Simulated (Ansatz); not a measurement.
# Formation energy and levels of the hydrogen on a lattice site H_Cl in K3BrCl2 (P-3m1)

Aim: at which Fermi levels does H_Cl in K3BrCl2 (P-3m1) change its charge? The model is a cell of 54 host atoms with 1 Cl taken out and 1 H put in.

Program: Ansatz 0.2.0. Level of theory: place-levels on PBEsol runs: charge-transition levels and formation energies with image-charge correction and potential alignment at the atomic sites. Results are calculated unless marked as measured.

## Step 1: The starting structure

The cell holds 54 atoms: 27 K, 9 Br, 17 Cl and 1 H. Its edges and angles: a = 13.448 Å, b = 13.448 Å, c = 11.001 Å, α = 90.0°, β = 90.0°, γ = 120.0°. It derives from K3BrCl2 (space group P-3m1). Nearest the centre at fractional (0.556, 0.444, 0.339): H30 at 0.00 Å, K20 at 3.14 Å, K44 at 3.14 Å, K26 at 3.14 Å, K43 at 3.14 Å, K25 at 3.14 Å, K49 at 3.14 Å, Cl23 at 4.39 Å.

The host's dielectric constants go in as inputs: 2.47 for the electrons alone, 5.30 with the ions, from a response run on this crystal (DFPT, PBEsol) at that run's own cell.

The cell's shortest repeat is 11.0 Å.

## Step 2: What was run first

A transition level is the Fermi level at which two charge states cost the same, so each charge needs its own total energy, at its own relaxed structure.

Random displacements of about 0.05 Å break the site symmetry at the start, so that the relaxation can reach a distorted minimum if there is one. Forces are taken at one point at (¼, ¼, ¼). The cell holds 1 electron more than the neutral one, with a uniform background that keeps it neutral on the whole. The electron count is odd, so at least one spin is unpaired; this run locks the moment at 1 μB.

The sampling was tested on the host first: at the k-points planned (1x1x1 shifted 0.25 0.25 0.25) its energy lies 0.000 eV an atom from the dense-mesh value, under the bound of 0.02 eV set for this test; that bounds the host's error, not the defect's.

One state's input; the others differ in charge, spin, start and seed, and in occupations where the table says so.

qm1_M1.relax/input.yaml

```yaml
crystal:
  lattice:
    - [13.44809796, 9.0e-08, 0.0]
    - [-6.72404905, 11.64639442, 0.0]
    - [0.0, 0.0, 11.00083486]
  atoms:
    - { symbol: K, position: [0.0, 0.0, 0.5] }
    - { symbol: K, position: [0.11111111, 0.22222222, 0.17740122] }
[... 3 atom lines left out ...]
    - { symbol: Cl, position: [0.22222222, 0.11111111, 0.3385976] }
[... 5 atom lines left out ...]
    - { symbol: Cl, position: [0.22222222, 0.44444444, 0.3385976] }
[... 7 atom lines left out ...]
    - { symbol: K, position: [0.44444444, 0.22222222, 0.17740122] }
[... 2 atom lines left out ...]
    - { symbol: Cl, position: [0.44444444, 0.22222222, 0.6614024] }
    - { symbol: Cl, position: [0.55555556, 0.11111111, 0.3385976] }
    - { symbol: K, position: [0.33333333, 0.33333333, 0.5] }
    - { symbol: K, position: [0.44444444, 0.55555556, 0.17740122] }
    - { symbol: K, position: [0.55555556, 0.44444444, 0.82259878] }
    - { symbol: Br, position: [0.33333333, 0.33333333, 0.0] }
    - { symbol: Cl, position: [0.44444444, 0.55555556, 0.6614024] }
    - { symbol: H, position: [0.55555556, 0.44444444, 0.3385976] }
[... 5 atom lines left out ...]
    - { symbol: Cl, position: [0.55555556, 0.77777778, 0.3385976] }
[... 6 atom lines left out ...]
    - { symbol: K, position: [0.66666667, 0.33333333, 0.5] }
    - { symbol: K, position: [0.77777778, 0.55555556, 0.17740122] }
[... 1 atom line left out ...]
    - { symbol: Br, position: [0.66666667, 0.33333333, 0.0] }
    - { symbol: Cl, position: [0.77777778, 0.55555556, 0.6614024] }
    - { symbol: Cl, position: [0.88888889, 0.44444444, 0.3385976] }
    - { symbol: K, position: [0.66666667, 0.66666667, 0.5] }
[... 2 atom lines left out ...]
    - { symbol: Br, position: [0.66666667, 0.66666667, 0.0] }
[... 1 atom line left out ...]
    - { symbol: Cl, position: [0.88888889, 0.77777778, 0.3385976] }
  host:
    repeats: [3, 3, 1]
    atoms:
      - { symbol: K, position: [0.0, 0.0, 0.5] }
      - { symbol: K, position: [0.33333333, 0.66666667, 0.17740122] }
      - { symbol: K, position: [0.66666667, 0.33333333, 0.82259878] }
      - { symbol: Br, position: [0.0, 0.0, 0.0] }
      - { symbol: Cl, position: [0.33333333, 0.66666667, 0.6614024] }
      - { symbol: Cl, position: [0.66666667, 0.33333333, 0.3385976] }
total_charge: -1
basis:
  ecutwfc: 420
  xc_grid: 2
hamiltonian:
  xc: pbesol
kpoints:
  mp_grid: { grid: [1, 1, 1], shift: [0.25, 0.25, 0.25] }
magnetization:
  spin_polarized: true
  initial_magnetization: 1
  spin_locking: { lock_magnetization: hard }
scf:
  occupations: { method: fixed }
  max_iter: 80
output:
  forces: true
  charged_corrections:
    epsilon: 2.47
    static_epsilon: 5.3
    defect_position: [0.555556, 0.444444, 0.338598]
relax:
  f_tol: 0.02
  max_steps: 80
  random_displacement: { amplitude: 0.05, seed: 3815 }
checkpoint:
  write: "../qm1_M1.relax.run"
  compress: false
  write_wavefunctions: true
  write_every: 100000
```

Command:

```sh
> ansatz run input.yaml --threads 8 --pin off --max-ram 14131MiB --backend cpu --events-out ev --progress --plain --runs-dir out
```

The relaxed structure is kept and the sampling changed to a 2×2×2 shifted mesh.

The run of this state that the levels use, under PBEsol:

qm1_M1.point/input.yaml

```yaml
crystal:
  checkpoint: "../qm1_M1.relax.run"
  host: checkpoint
total_charge: -1
basis:
  ecutwfc: 420
  xc_grid: 2
hamiltonian:
  xc: pbesol
kpoints:
  mp_grid: { grid: [2, 2, 2], shift: [0.5, 0.5, 0.5] }
magnetization:
  spin_polarized: true
  initial_magnetization: 1
  spin_locking: { lock_magnetization: hard }
scf:
  occupations: { method: fermi_dirac, width: 0.01 }
  max_iter: 80
output:
  forces: true
  eigenvalues: true
  charged_corrections:
    epsilon: 2.47
    static_epsilon: 5.3
    defect_position: [0.555556, 0.444444, 0.338598]
  eigenstates: { localisation: true }
  populations: true
  efg: {}
  band_densities: [{ bands: [v1, v1] }, { bands: [c1, c1] }]
  write_density: true
  write_potential: true
  volumetric_format: npy
checkpoint:
  read: "../qm1_M1.relax.run"
  write: "../qm1_M1.point.run"
  compress: false
  write_wavefunctions: false
  write_every: 100000
```

Relaxations under PBEsol at one point at (¼, ¼, ¼); times on 8 threads of Arm Neoverse V2, shared host:

| charge | moment (μB) | occupations | outcome | steps | largest displacement against the far atoms (Å) | time |
| --- | --- | --- | --- | --- | --- | --- |
| −1 | 1 | fixed | converged | 3 | 0.13 | 64 s |
| 0 | 0 | fixed | converged | 3 | 0.10 | 32 s |
| +1 | 1 | fixed | converged | 9 | 0.37 | 3.3 min |

Single points under PBEsol at a 2×2×2 shifted mesh; times on 8 threads of Arm Neoverse V2, shared host:

| charge | moment (μB) | occupations | outcome | time |
| --- | --- | --- | --- | --- |
| −1 | 1 | fermi-dirac | converged | 2.8 min |
| 0 | 0 | fermi-dirac | converged | 75 s |
| +1 | 1 | fermi-dirac | converged | 4.1 min |

Distances (Å) from H30 to the nearest atoms after relaxation with PBEsol:

| charge | moment (μB) | 1. | 2. | 3. | 4. | 5. | 6. |
| --- | --- | --- | --- | --- | --- | --- | --- |
| −1 | 1 | K 3.00 | K 3.01 | K 3.03 | K 3.03 | K 3.06 | K 3.07 |
| 0 | 0 | K 3.02 | K 3.03 | K 3.03 | K 3.04 | K 3.05 | K 3.05 |
| +1 | 1 | K 3.20 | K 3.21 | K 3.24 | K 3.58 | K 3.61 | K 3.62 |

## Step 3: place-levels, PBEsol

A charged cell interacts with its images and the background, and its potential has another zero than the host's. place-levels removes the first by a point-charge model, screened by the static dielectric constant since the ions have relaxed around the charge, and the second by comparing potentials at atoms far from the defect.

The host is a run of the defect-free crystal in the same cutoffs, grids and k-points, so that basis and sampling errors cancel in part in the differences. The host is run in a cell of 6 atoms on a matching mesh. Its band edges are searched through the zone by a band path, so the gap is smaller than, or equal to, that on the mesh. Chemical potentials are energies per atom of Cl (Cl2 molecule) and H (H2 molecule), run with the same functional and cutoff.

levels.point.yaml

```yaml
host:
  run: host.point.run
states: [qm1_M1.point.run, q0.point.run, qp1_M1.point.run]
geometry_from:
  qm1_M1.point.run: qm1_M1.relax.run
  q0.point.run: q0.relax.run
  qp1_M1.point.run: qp1_M1.relax.run
  host.point.run: host.relax.run
chemical_potentials:
  Cl:
    energy: -1060.711994
    dataset: "<sha256 of the dataset>"
  H:
    energy: -15.609288
    dataset: "<sha256 of the dataset>"
epsilon: 2.47
static_epsilon: 5.3
vertical:
  - { from: qm1_M1.point.run, to: qm1_M1.point_neutral.run }
  - { from: qp1_M1.point.run, to: qp1_M1.point_neutral.run }
```

Command:

```sh
> ansatz place-levels levels.point.yaml -- --threads 8 --pin off --max-ram 14131MiB
```

Numbers of over 12 decimals in the logs are rounded to 6 here.

The log of the run:

```text
[... repeated set-up lines and file paths are left out, and long positions are rounded to six places ...]
(+1/0) 0.602 eV above the valence edge, 3.939 eV under the conduction edge
(0/-1) 4.596 eV above the valence edge (+5.195 eV without the band-filling correction), in the conduction band
formation energy of charge +1: +3.099 eV with the Fermi level at the valence edge
formation energy of charge 0: +3.701 eV with the Fermi level at the valence edge
formation energy of charge -1: +8.297 eV with the Fermi level at the valence edge
vertical -1 to 0: no energy, since no alignment is typed
  the change from vertical[0].from (qm1_M1.point.run) to vertical[0].to (qm1_M1.point_neutral.run): by its potential at epsilon 2.47 it stands at 0.038 0.951 0.557, with an rms radius of about 7.5 Å (4.2 4.2 4.6 Å across the planes of the cell's vectors); [...]
vertical +1 to 0: no energy, since no alignment is typed
  the change from vertical[1].from (qp1_M1.point.run) to vertical[1].to (qp1_M1.point_neutral.run): by its potential at epsilon 2.47 it stands at 0.557 0.442 0.312, with an rms radius of about 0.0 Å (0.0 0.0 0.0 Å across the planes of the cell's vectors); [...]
  edges by pbesol, gap 4.541 eV; the host is sampled to repeats of 26.90 Å
  the defect's cells are sampled to repeats of 26.90 Å, like sampling
  charge +1: -83710.1717 eV with its correction of +0.202 eV, at epsilon 5.3, aligned at sites: -0.1203 eV, mean over 28 atomic sites at or beyond 5.50 Å from the defect at [0.5556, 0.4444, 0.3386], with +0.000000 for the charge's moments and without [...]
  charge 0: +0.000 eV for its dipole among its images, +0.000 omitted
  charge -1: -83701.7367 eV with its correction of +0.316 eV, at epsilon 5.3, aligned at sites: +0.0068 eV, mean over 28 atomic sites at or beyond 5.50 Å from the defect at [0.5556, 0.4444, 0.3386], with +0.000115 for the charge's moments and without [...]
  of states[2] (qp1_M1.point.run): its displacements don't fall off away from the defect: farther atoms stand 0.036 Å off the host's places. [...]
  of states[1] (q0.point.run): its displacements don't fall off away from the defect: farther atoms stand 0.013 Å off the host's places. [...]
  of states[0] (qm1_M1.point.run): it parts from the run at its places by a charge that spreads by about 4.6 Å along one vector (1.9 Å or more is wide), by its potential at epsilon 2.47, taken for that of held ions (one typed too small widens it), where the [...]
  of vertical[0].from (qm1_M1.point.run): its displacements don't fall off away from the defect: farther atoms stand 0.015 Å off the host's places. [...]
  of vertical[0].to (qm1_M1.point_neutral.run): its displacements don't fall off away from the defect: farther atoms stand 0.015 Å off the host's places. [...]
  of vertical[1].from (qp1_M1.point.run): its displacements don't fall off away from the defect: farther atoms stand 0.036 Å off the host's places. [...]
  of vertical[1].to (qp1_M1.point_neutral.run): its displacements don't fall off away from the defect: farther atoms stand 0.036 Å off the host's places. [...]
```

Elapsed: 0.28 s, on 8 threads of Arm Neoverse V2, shared host.

Under PBEsol the gap is 4.54 eV, (+1/0) 0.60, (0/−1) 4.60 (outside the gap) (with band filling) eV.

Levels between the charges placed, in eV above the valence top:

|  | gap (eV) | (+1/0) | (0/−1) |
| --- | --- | --- | --- |
| PBEsol | 4.54 | 0.60 | 4.60 |

Corrections by state:

| charge | moment (μB) | image terms and alignment (eV) | band filling (eV) | ε used | over the lowest of its charge, as the program ranks them, band filling apart (eV) |
| --- | --- | --- | --- | --- | --- |
| +1 | 1.0 | 0.202 | - | 5.30 | 0.000 |
| 0 | 0.0 | 0.000 | - | - | 0.000 |
| −1 | 1.0 | 0.316 | -0.599 | 5.30 | 0.000 |

The charged structures listed were also run neutral, and place-levels reads from each pair, by the potential or the spins, how wide the charge is by which they differ; that can be the carrier of either run.

| charge | rms radius (Å) | spread where it is widest against the cell (Å) | wide from (Å) | reading |
| --- | --- | --- | --- | --- |
| +1 | 0.0 | 0.00 | 2.02 | narrow |
| −1 | 7.5 | 4.60 | 1.91 | wide |

The neutral runs of these pairs need not share the spin of the lowest neutral state, and very wide values only mean spread over the cell.

From the program's caveats on the states, each cut to its opening words:

- charge +1 (1 μB): its displacements don't fall off away from the defect: farther atoms stand 0.036 Å off the host's places
- charge 0: its displacements don't fall off away from the defect: farther atoms stand 0.013 Å off the host's places
- charge −1 (1 μB): it parts from the run at its places by a charge that spreads by about 4.6 Å along one vector (1.9 Å or more is wide), by its potential at epsilon 2.47, taken [...]
- charge −1 (1 μB): a band-filling correction moves a carrier to the host's band edge, which changes its energy by -0.599 eV
- charge −1 (1 μB): its displacements don't fall off away from the defect: farther atoms stand 0.015 Å off the host's places
- charge −1 (1 μB): its moments are held at its close (magnetization.spin_locking), by a field of 0.082 eV a Bohr magneton, and its energy and levels are of the state that this [...]

Chemical potentials of the elements' reference phases, run alike. Formation energy by charge state (elemental references; gap 4.54 eV):

| charge | at valence top (eV) | at conduction bottom (eV) | correction included (eV) |
| --- | --- | --- | --- |
| +1 | 3.10 | 7.64 | 0.20 |
| 0 | 3.70 | 3.70 | 0.00 |
| −1 | 8.30 | 3.76 | -0.28 |

```json
{"Fermi level (eV)": "0.00", "lowest formation energy (eV)": "3.10"}
{"Fermi level (eV)": "0.41", "lowest formation energy (eV)": "3.51"}
{"Fermi level (eV)": "0.82", "lowest formation energy (eV)": "3.70"}
{"Fermi level (eV)": "1.24", "lowest formation energy (eV)": "3.70"}
{"Fermi level (eV)": "1.65", "lowest formation energy (eV)": "3.70"}
{"Fermi level (eV)": "2.06", "lowest formation energy (eV)": "3.70"}
{"Fermi level (eV)": "2.48", "lowest formation energy (eV)": "3.70"}
{"Fermi level (eV)": "2.89", "lowest formation energy (eV)": "3.70"}
{"Fermi level (eV)": "3.30", "lowest formation energy (eV)": "3.70"}
{"Fermi level (eV)": "3.72", "lowest formation energy (eV)": "3.70"}
{"Fermi level (eV)": "4.13", "lowest formation energy (eV)": "3.70"}
{"Fermi level (eV)": "4.54", "lowest formation energy (eV)": "3.70"}
```

## Step 4: Effect of the sampling

The relaxations' own energies give the levels at their sampling, for comparison.

levels.relax_mesh.yaml

```yaml
host:
  run: host.relax.run
states: [qm1_M1.relax.run, q0.relax.run, qp1_M1.relax.run]
chemical_potentials:
  Cl:
    energy: -1060.711994
    dataset: "<sha256 of the dataset>"
  H:
    energy: -15.609288
    dataset: "<sha256 of the dataset>"
```

Command:

```sh
> ansatz place-levels levels.relax_mesh.yaml -- --threads 8 --pin off --max-ram 14131MiB
```

The log of the run:

```text
(+1/0) 0.605 eV above the valence edge, 3.937 eV under the conduction edge
[...]
formation energy of charge +1: +3.100 eV with the Fermi level at the valence edge
formation energy of charge 0: +3.704 eV with the Fermi level at the valence edge
formation energy of charge -1: +8.301 eV with the Fermi level at the valence edge
  edges by pbesol, gap 4.542 eV; the host is sampled to repeats of 17.37 Å
[... the lines on each state left out ...]
```

Wall time 0.09 s (8 threads).

Levels between neighbouring charges, in eV above the valence top:

|  | gap (eV) | (+1/0) | (0/−1) |
| --- | --- | --- | --- |
| one point at (¼, ¼, ¼) | 4.54 | 0.60 | 4.60 |
| a 2×2×2 shifted mesh | 4.54 | 0.60 | 4.60 |

Going from one point at (¼, ¼, ¼) to a 2×2×2 shifted mesh moves the levels that carry no band-filling term by up to 0.00 eV and formation energies against the elements by up to 0.00 eV; band-filling terms, which differ between samplings, are in these energies.

## Step 5: place-levels, r2SCAN

r2SCAN on the same structure is run to see how far the result rests on the functional, though not on the errors that semilocal functionals share; the sampling changes too, to one point at (¼, ¼, ¼), so differences hold both changes.

qm1_M1.r2scan/input.yaml

```yaml
crystal:
  checkpoint: "../qm1_M1.relax.run"
  host: checkpoint
total_charge: -1
basis:
  ecutwfc: 500
  xc_grid: 2
hamiltonian:
  xc: r2scan
kpoints:
  mp_grid: { grid: [1, 1, 1], shift: [0.25, 0.25, 0.25] }
magnetization:
  spin_polarized: true
  initial_magnetization: 1
  spin_locking: { lock_magnetization: hard }
scf:
  occupations: { method: fermi_dirac, width: 0.01 }
  max_iter: 80
output:
  forces: true
  eigenvalues: true
  charged_corrections:
    epsilon: 2.47
    static_epsilon: 5.3
    defect_position: [0.555556, 0.444444, 0.338598]
checkpoint:
  write: "../qm1_M1.r2scan.run"
  compress: false
  write_wavefunctions: false
  write_every: 100000
```

Elapsed: 88 s, on 8 threads; peak memory 6.4 GiB; 11 min of CPU time.

levels.r2scan.yaml

```yaml
host:
  run: host.r2scan.run
  levels_from: { run: edges.r2scan.run }
states: [qm1_M1.r2scan.run, q0.r2scan.run, qp1_M1.r2scan.run]
geometry_from:
  qm1_M1.r2scan.run: qm1_M1.relax.run
  q0.r2scan.run: q0.relax.run
  qp1_M1.r2scan.run: qp1_M1.relax.run
  host.r2scan.run: host.relax.run
chemical_potentials:
  Cl:
    energy: -1083.517615
    dataset: "<sha256 of the dataset>"
  H:
    energy: -15.945667
    dataset: "<sha256 of the dataset>"
```

Command:

```sh
> ansatz place-levels levels.r2scan.yaml -- --threads 8 --pin off --max-ram 14131MiB
```

The log of the run:

```text
(+1/0) 0.749 eV above the valence edge, 4.564 eV under the conduction edge
[...]
formation energy of charge +1: +3.258 eV with the Fermi level at the valence edge
formation energy of charge 0: +4.007 eV with the Fermi level at the valence edge
formation energy of charge -1: +9.362 eV with the Fermi level at the valence edge
  edges by r2scan of host.levels_from (edges.r2scan.run), its mesh sampled to repeats of 31.38 Å (the valence edge +0.051 eV and the conduction edge -0.593 eV from those of the host's own run), gap 5.313 eV; the host is sampled to repeats of 17.37 Å
[... the lines on each state left out ...]
```

It took 0.18 s on 8 threads.

Under r2SCAN the gap is 5.31 eV, (+1/0) 0.75, (0/−1) 5.36 (outside the gap) (with band filling) eV.

## Step 6: Cost and result

Levels between neighbouring charges, in eV above each run's own valence top:

|  | gap (eV) | (+1/0) | (0/−1) | CPU time a state at this stage (restarts are quicker than cold starts) |
| --- | --- | --- | --- | --- |
| PBEsol, 2×2×2 shifted mesh | 4.54 | 0.60 | 4.60 | 21 min |
| r2SCAN on PBEsol structures, (¼, ¼, ¼) | 5.31 | 0.75 | 5.36 | 8.1 min |

## Step 7: Results

```yaml
gap_of_the_host: 4.54 eV (PBEsol)
level_plus_1_over_0: 0.60 eV above the valence top
level_0_minus_1: 4.60 eV above the valence top, past the conduction bottom (5.20 eV above the valence top without the band-filling term)
lowest_of_the_charges_placed_just_above_the_valence_top_0p02_ev: +1
lowest_of_the_charges_placed_just_below_the_conduction_bottom_0p02_ev: 0
lowest_formation_energy_at_mid_gap_of_the_charges_run_elemental_references: 3.70 eV
```

**Reading.** Of the charges placed (−1, 0 and +1), the lowest changes at 0.60 eV (+1/0) above the valence top, in a gap of 4.54 eV. Charges above +1 were not placed, so these runs say nothing of levels that involve them. States placed: +1 at 1 μB; 0 at 0 μB; −1 at 1 μB. Other spin states or structures, where not listed, weren't placed. The program finds carriers beyond a band edge of the host and adds a band-filling term at charge −1 (-0.60 eV); steps to such a charge show no bound level, and a defect level inside a band would be read the same way. H is taken at its element; compounds, which aren't counted here, bound the chemical potentials and would shift these formation energies. Going from one point at (¼, ¼, ¼) to a 2×2×2 shifted mesh moves the levels that carry no band-filling term by up to 0.00 eV and formation energies against the elements by up to 0.00 eV; band-filling terms, which differ between samplings, are in these energies. Limits: PBEsol makes the gap too small and tends to spread out bound carriers; where a gas molecule sets a chemical potential or the host's formation energy, its binding is uncorrected.

[Logs are printed without paths, hosts, clocks, repeated set-up lines and the standing remarks that a program may print on its own settings, such as how far it seeks lower states.]

[Hosts, paths, dates, database ids (printed as entryN), source tags and the programs' standing remarks are cut or masked in the printed files.]

[Where a table of states has a column of steps, it counts the stored structures, which are thinned; the runs took as many ionic steps or more.]

[A defect's name tells the site on which it was built; relaxed atoms can leave that site.]

[For some hosts the program warned that the k-mesh of the response run may be too coarse for force constants and the static dielectric constant; such warnings are not shown here.]
